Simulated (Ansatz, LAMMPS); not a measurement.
# Structural relaxation of amorphous Si at 1.97 g/cm^3 (80 atoms), part 2 of 4

Aim: bring amorphous Si at 1.97 g/cm^3 (80 atoms) to a nearby minimum of the energy and see what moves.

Ansatz 0.2.0; Kohn-Sham DFT, PBE, PAW (set soft_2), plane waves.

The cell: 80 Si. The quench rate of 10 K/ps is orders of magnitude faster than experiment. The network of bonds at the start is that of the classical potential that made the cell. The Brillouin zone is sampled at Γ only, in a cell whose shortest periodic width is 12 Å.

So far. Step 3 (Single point at the start): Neighbours are counted within 2.93 Å (Si-Si).

## 4. Relaxation

With the cell held, the atoms are moved downhill towards a nearby minimum.

The input, input.yaml:

```yaml
crystal:
  lattice:
    - [12.3744, 0.0, 0.0]
    - [0.0, 12.3744, 0.0]
    - [0.0, 0.0, 12.3744]
  atoms:
    [... the 80 atom lines of step 3 ...]
kpoints:
  mp_grid: { grid: [1, 1, 1] }
hamiltonian:
  xc: pbe
scf:
  occupations: { method: fermi_dirac, width: 0.025 }
output:
  forces: true
relax:
  f_tol: 0.04
  max_steps: 250
```

Command:

```
ansatz run input.yaml --threads 4 --pin off --max-ram 8192MiB --backend cpu --events-out ev --progress --plain --runs-dir out
```

Numbers of over 12 decimals in the logs are rounded to 6 here.

The log of the run:

```text
[...]
Crystal: 80 atoms, lattice volume = 1894.840 Å³
Basis set: ecut = 420 eV, 37121 PW (Γ), exchange–correlation on 180×180×180 points (8 copies of the dense FFT grid, shifted against one another)
Bands: 240, of which v1, the nominal top of the filled ones, is band 160 counted from 1 (159 counted from 0)
Symmetry: 1 space group operations
[...]
k-points: 1
[...]
SCF iter   1: F=—  HF=-50842.257212 eV  |F-HF|=—  |Δ(HF+E_count)|=         —  Δρ=4.33e-3  dr2=1.60e0  ethr=1.77e-3  ⟨swp⟩=7.0  Hψ=1241  notcnv=0  defer=37
[...]
SCF iter   9: F=-50842.060574 eV  HF=-50842.060592 eV  |F-HF|=1.79e-5  |Δ(HF+E_count)|=   8.26e-6  Δρ=1.85e-5  dr2=2.34e-5  ethr=1.25e-8  ⟨swp⟩=4.0  Hψ=662  notcnv=0
SCF 1 converged in 9 iterations: F = -50842.060574 eV  dr2 = 2.34e-5
[...]
relax step   1: F+E_penalty+E_count = -50842.06057406 eV  Δ(F+E_penalty+E_count) = +0.000e0 eV  max|allowed force component| = 1.007e0 eV/Å  Δτ_max = 0.0000 Å  (9 SCF iters, dr2 threshold 4.00e-5 eV, accepted)
[...]
relax step   2: F+E_penalty+E_count = -50842.99417911 eV  Δ(F+E_penalty+E_count) = -9.336e-1 eV  max|allowed force component| = 3.502e-1 eV/Å  Δτ_max = 0.1942 Å  (8 SCF iters, dr2 threshold 6.34e-5 eV, accepted)
[...]
relax step   3: F+E_penalty+E_count = -50843.20650354 eV  Δ(F+E_penalty+E_count) = -2.123e-1 eV  max|allowed force component| = 5.376e-1 eV/Å  Δτ_max = 0.2000 Å  (9 SCF iters, dr2 threshold 7.66e-6 eV, accepted)
relax step   4: F+E_penalty+E_count = -50843.41074363 eV  Δ(F+E_penalty+E_count) = -2.042e-1 eV  max|allowed force component| = 7.105e-1 eV/Å  Δτ_max = 0.1915 Å  (7 SCF iters, dr2 threshold 3.50e-5 eV, accepted)
relax step   5: F+E_penalty+E_count = -50843.63524016 eV  Δ(F+E_penalty+E_count) = -2.245e-1 eV  max|allowed force component| = 7.862e-1 eV/Å  Δτ_max = 0.1933 Å  (5 SCF iters, dr2 threshold 1.00e-4 eV, accepted)
relax step   6: F+E_penalty+E_count = -50843.88827240 eV  Δ(F+E_penalty+E_count) = -2.530e-1 eV  max|allowed force component| = 5.643e-1 eV/Å  Δτ_max = 0.1949 Å  (5 SCF iters, dr2 threshold 1.00e-4 eV, accepted)
relax step   7: F+E_penalty+E_count = -50844.01797797 eV  Δ(F+E_penalty+E_count) = -1.297e-1 eV  max|allowed force component| = 1.412e-1 eV/Å  Δτ_max = 0.1974 Å  (5 SCF iters, dr2 threshold 1.00e-4 eV, accepted)
relax step   8: F+E_penalty+E_count = -50844.03382932 eV  Δ(F+E_penalty+E_count) = -1.585e-2 eV  max|allowed force component| = 7.876e-2 eV/Å  Δτ_max = 0.0629 Å  (9 SCF iters, accepted)
relax step   9: F+E_penalty+E_count = -50844.03759545 eV  Δ(F+E_penalty+E_count) = -3.766e-3 eV  max|allowed force component| = 4.316e-2 eV/Å  Δτ_max = 0.0253 Å  (7 SCF iters, accepted)
[...]
relax step  10: F+E_penalty+E_count = -50844.03874561 eV  Δ(F+E_penalty+E_count) = -1.150e-3 eV  max|allowed force component| = 1.391e-2 eV/Å  Δτ_max = 0.0128 Å  (7 SCF iters, accepted)
SCF converged after 7 iterations
Free energy (F): -50844.038746 eV
[...]
Internal energy: -50844.037791 eV  (E = F + TS)
E sigma→0 (E₀):  -50844.038268 eV
Entropy (-TS):   -0.000955 eV (-0.012 meV/atom)
Fermi energy:    4.608905 eV
[...]
--- Forces (eV/Å), atoms counted from 1 ---
  atom   1  Si    -0.00054219    -0.00044204     0.00314828
  atom   2  Si     0.00122835    -0.00302798    -0.00507388
  atom   3  Si     0.00009048     0.00155167    -0.00071028
  atom   4  Si     0.00322836    -0.00387517     0.00395032
  atom   5  Si    -0.00219660     0.00340492    -0.00071504
  atom   6  Si    -0.00992546     0.00816953    -0.00028427
  atom   7  Si     0.00535780    -0.00088650    -0.00159045
  atom   8  Si     0.00113235     0.00124325     0.00665941
  atom   9  Si     0.00301492     0.00127479    -0.00185795
  atom  10  Si    -0.00214437     0.00005982    -0.00421339
  atom  11  Si     0.00335713     0.00354261     0.00104089
  atom  12  Si    -0.00803929     0.00051888    -0.00432779
  atom  13  Si    -0.00823474    -0.00120751     0.00762311
  atom  14  Si    -0.00548984    -0.00355863    -0.00458960
[...]
atom  79  Si    -0.00225073     0.00434518    -0.00761744
  atom  80  Si     0.00298859    -0.00417567     0.00395857
  max |Σ_I F_I| component: 1.72e-5 eV/Å
--- Relaxed structure (10 steps of the walk, 10 accepted, 0 SCFs on fresh bases) ---
  F+E_penalty+E_count = -50844.03874561 eV   max|allowed force component| = 1.391e-2 eV/Å
  atoms:
    - { symbol: Si, position: [0.826476, 0.686508, 0.541645] }
    - { symbol: Si, position: [0.385017, 0.150428, 0.206841] }
    - { symbol: Si, position: [0.885790, 0.219498, 0.611947] }
    - { symbol: Si, position: [0.360131, 0.746889, 0.470606] }
[...]
- { symbol: Si, position: [0.047399, 0.415955, 0.228011] }
```

It took 94 s on 4 threads of Arm Neoverse V1, shared host; peak memory 1.7 GiB; 6 min of CPU time.

Relaxation path:

```
step  energy less that of the first step (eV)  largest force component (eV/Å)
   1                                   0.0000                          1.0070
   2                                  -0.9336                          0.3502
   3                                  -1.1459                          0.5376
   4                                  -1.3502                          0.7105
   5                                  -1.5747                          0.7862
   6                                  -1.8277                          0.5643
   7                                  -1.9574                          0.1412
   8                                  -1.9733                          0.0788
   9                                  -1.9770                          0.0432
  10                                  -1.9782                          0.0139
```

The atoms that moved most (Å):

```
atom      dx      dy      dz  length
 Si6   0.042   0.519   0.991   1.119
Si33  -0.332   0.499  -0.197   0.631
Si25   0.200  -0.225  -0.069   0.309
Si53  -0.020  -0.102   0.289   0.307
Si80   0.050  -0.011   0.246   0.251
 Si5  -0.123   0.191  -0.081   0.242
Si78  -0.012  -0.141  -0.188   0.235
Si51   0.033  -0.087  -0.214   0.233
```

The relaxation changed the energy by -24.7 meV/atom, and atoms moved by 0.19 Å r.m.s., 1.1 Å at most.

## 5. Structure statistics after relaxation

Bonds before and after, by the cutoffs listed below:

```
 pair  bonds before  bonds after  mean before (Å)  mean after (Å)  spread before (Å)  spread after (Å)
Si-Si           158          158            2.409           2.409              0.064             0.062
```

Density 1.97 g/cm³, 23.69 Å³ an atom.

Pair distribution function in bins of 0.1 Å:

```
r (Å)  total
 2.15   0.00
 2.25   0.09
 2.35   6.77
 2.45   5.07
 2.55   0.81
 2.65   0.13
 2.75   0.00
 2.85   0.00
 2.95   0.00
 3.05   0.00
 3.15   0.10
 3.25   0.27
 3.35   0.67
 3.45   0.63
 3.55   0.97
 3.65   1.34
 3.75   1.64
 3.85   2.07
 3.95   2.09
 4.05   1.76
 4.15   1.67
 4.25   1.02
 4.35   1.02
 4.45   0.88
 4.55   0.66
 4.65   0.70
 4.75   0.86
 4.85   0.88
 4.95   0.56
 5.05   0.72
 5.15   0.96
 5.25   0.91
 5.35   0.81
 5.45   1.08
 5.55   1.01
 5.65   1.31
 5.75   1.07
 5.85   1.16
 5.95   1.41
 6.05   1.07
 6.15   0.76
```

Bonds by pair of elements; cutoffs follow the first minimum of g(r), held within bounds set by covalent radii, and pairs that aren't listed don't count as bonded:

```
pair A-B  cutoff (Å)  bonds  mean length (Å)  spread (Å)  shortest (Å)  B about A  A about B
   Si-Si        2.93    158             2.41       0.062          2.25       3.95       3.95
```

How many atoms have how many bonded neighbours:

```
element  mean  3   4
     Si  3.95  4  76
```

Bond angles, per cent of each kind in bins of 5°:

```
angle (°)  Si-Si-Si
    55–60       0.2
    60–65       0.4
    65–70       0.0
    70–75       0.0
    75–80       0.2
    80–85       1.9
    85–90       3.9
    90–95       7.5
   95–100       9.4
  100–105      12.8
  105–110      18.2
  110–115      17.1
  115–120       9.8
  120–125       9.2
  125–130       3.4
  130–135       2.4
  135–140       1.7
  140–145       0.9
  145–150       0.4
  150–155       0.2
  155–160       0.4
```

Bond angles (no mean is given where the spread exceeds 20°):

```
   angle  count  mean (°)  spread (°)
Si-Si-Si    468       109        13.4
```

Bond length by coordination (bonds to H left out):

```
element  coordination  atoms  mean bond length (Å)
     Si             3      4                  2.37
     Si             4     76                  2.41
```

Rings of the network by King's shortest-path rule, up to 12 atoms, one path for each pair of neighbours; H, halogens, alkali and alkaline-earth atoms are left out, and the last column divides by all other atoms, bonded or not:

```
ring size (atoms)  rings  per network atom
                3      1             0.012
                4      7             0.088
                5     41             0.512
                6     48               0.6
                7     33             0.412
                8      8               0.1
                9      3             0.038
```

The first peak of g(r) lies near 2.4 Å. By these cutoffs 95 % of Si atoms have 4 bonded neighbours. The Si-Si-Si angle averages 109° with a spread of 13°. Bonds at Si atoms with 3 neighbours average 2.37 Å, against 2.41 Å at those with 4. Rings of 6 atoms are the most common (34 % of those counted); sizes run from 3 to 9.

(Part 2 of 4 ends here.)

[Logs are printed without paths, hosts, clocks, repeated set-up lines and the standing remarks that a program may print on its own settings, such as how far it seeks lower states.]

[Hosts, paths, dates, database ids (printed as entryN), source tags and the programs' standing remarks are cut or masked in the printed files.]
